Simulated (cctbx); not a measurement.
**Accept or mend?**

Cell a = 7.3900 Å, b = 7.3900 Å, c = 12.9770 Å, α = 90.00°, β = 90.00°, γ = 90.00°; space group I4/mcm (no. 140). The compound is Dy5VNi2.

Simulated single-crystal data (cctbx): Mo Kα, λ = 0.71073 Å, to d = 0.7 Å, 50 % of the full sphere, strongest reflection 40000 counts, noise from counting, a 6 % proportional error and a noise floor of 8 counts (s.d.); no absorption.

An anisotropic refinement with weights 1/σ² prints:

```text
Rint 0.048, 312 unique reflections to 0.70 A
cycle     R1     wR2    GooF  max shift (A)
   1  0.0244  0.0748   2.104   0.00237
   2  0.0139  0.0325   0.915   0.00000
final R1 0.0139 wR2 0.0325 GooF 0.915  parameters 14  data/parameter 22.3
atom        x        y        z      Ueq    occ   su(xyz)  su(Uiso or U11)
Dy1    0.00000  0.00000  0.00000   0.0148  1.000  0.00000  0.0001
Dy2    0.16082  0.66082  0.13551   0.0180  1.000  0.00002  0.0001
Ni1    0.87116  0.62884  0.00000   0.0203  1.000  0.00008  0.0003
V1     0.50000  0.50000  0.25000   0.0124  1.000  0.00000  0.0003
difference map: max 1.06 min -1.03 rms 0.27
Q1    0.1866  0.3134  0.0000    8    1.06  0.60 A from Ni1
Q2    0.0350  0.4650  0.5000    8    0.98  1.40 A from Ni1
Q3    0.1412  0.3588  0.5000    8    0.97  1.77 A from Dy2
Q4    0.1140  0.3860  0.3777   16    0.76  0.52 A from Dy2
Q5    0.2364  0.2636  0.3847   16    0.74  0.83 A from Dy2
Q6    0.0294  0.4706  0.2666   16    0.74  1.87 A from Dy2
```

**Question.** Can this result stand? If not, what is the likely fault?

It can stand. The set-up had a fault (anomalous dispersion left out), but the figures of merit move little: R1 = 0.0139, wR2 = 0.0325, GooF = 0.92 against R1 = 0.0137, wR2 = 0.0317, GooF = 0.89 for the right model.

The compound is Dy5VNi2. The right model at the same level gives:

```text
Rint 0.048, 312 unique reflections to 0.70 A
cycle     R1     wR2    GooF  max shift (A)
   1  0.0234  0.0709   1.995   0.00196
   2  0.0137  0.0317   0.891   0.00000
final R1 0.0137 wR2 0.0317 GooF 0.891  parameters 14  data/parameter 22.3
atom        x        y        z      Ueq    occ   su(xyz)  su(Uiso or U11)
Dy1    0.00000  0.00000  0.00000   0.0148  1.000  0.00000  0.0001
Dy2    0.16082  0.66082  0.13551   0.0180  1.000  0.00002  0.0001
Ni1    0.87112  0.62888  0.00000   0.0218  1.000  0.00008  0.0002
V1     0.50000  0.50000  0.25000   0.0140  1.000  0.00000  0.0003
difference map: max 0.95 min -1.00 rms 0.26
Q1    0.0370  0.4630  0.5000    8    0.96  1.40 A from Ni1
Q2    0.1406  0.3594  0.5000    8    0.92  1.77 A from Dy2
Q3    0.1938  0.3062  0.0000    8    0.88  0.68 A from Ni1
Q4    0.2357  0.2643  0.3828   16    0.76  0.82 A from Dy2
Q5    0.1725  0.1779  0.1286   32    0.75  1.24 A from Dy2
Q6    0.0000  0.5000  0.2500    4    0.72  2.24 A from Dy2
```

The model was made for the exercise: a known structure type with other elements put in, its volume estimated, not relaxed; displacement parameters are assumed.

[Middle refinement cycles are left out of these outputs.]

[Logs are printed without paths, hosts, clocks, repeated set-up lines and the standing remarks that a program may print on its own settings, such as how far it seeks lower states.]
